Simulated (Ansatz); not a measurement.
System: InF3 (R-3c).

```xyz
8
Lattice="2.6021 1.5023 4.9075 -2.6021 1.5023 4.9075 0.0000 -3.0047 4.9075" Properties=species:S:1:pos:R:3 pbc="T T T"
In    0.0000    0.0000    7.3613
In    0.0000    0.0000    0.0000
F    -0.9219    1.4079    6.1344
F     1.6802    0.0945    6.1344
F     0.7583    1.5023    8.5881
F    -1.6802   -0.0945    8.5881
F     0.9219   -1.4079    8.5881
F    -0.7583   -1.5023    6.1344
```

The cell and positions are those that the Materials Project relaxed with its own functionals (PBE, PBE+U or r2SCAN), kept fixed. PAW set soft_2, made with PBE.

Gaps computed with Ansatz 0.2.0 without a self-energy: LDA 4.01 eV, LDA+SOC 4.01 eV and HSE06 6.44 eV.

Question: What gap should G0W0 on LDA give (4×4×4 mesh, 911 empty bands, screening to 230 eV, default PAW files)?

About 7.42 eV: on its mesh the run moves the gap from 4.01 eV by +3.41 eV. Among the scalar-relativistic levels given, HSE06 is nearest (−0.98 eV). Bands and cutoff are finite, so the gap stands short of the basis limit, usually by up to a few tenths of an eV; the mesh is an error of its own. The many-body steps are scalar-relativistic: spin-orbit coupling is not in them.

[Long decimals in the printed logs are rounded to 6 places.]

[Logs are printed without paths, hosts, clocks, repeated set-up lines and the standing remarks that a program may print on its own settings, such as how far it seeks lower states.]

[Paths, hosts, dates, memory and timing lines, banners, echoed tables and standing remarks are left out of the program output; an Ansatz launch command may be rebuilt from the run's recorded settings. Measured values are a selection of at most five: reports struck by readers or far from the other reports are left out. None is set beside runs whose start may be inverted or whose files or cutoffs have a known fault.]

[Runs of the session that timed out or met a known fault of the program may be left out.]

[Cells called generated may have been cut or substituted from an entry of the Crystallography Open Database or the Materials Project.]

[Hosts, paths, dates, database ids (printed as entryN), source tags and the programs' standing remarks are cut or masked in the printed files.]

[Where the starting crystal was built by hand or by swapping elements, it need not be the compound's stable phase.]
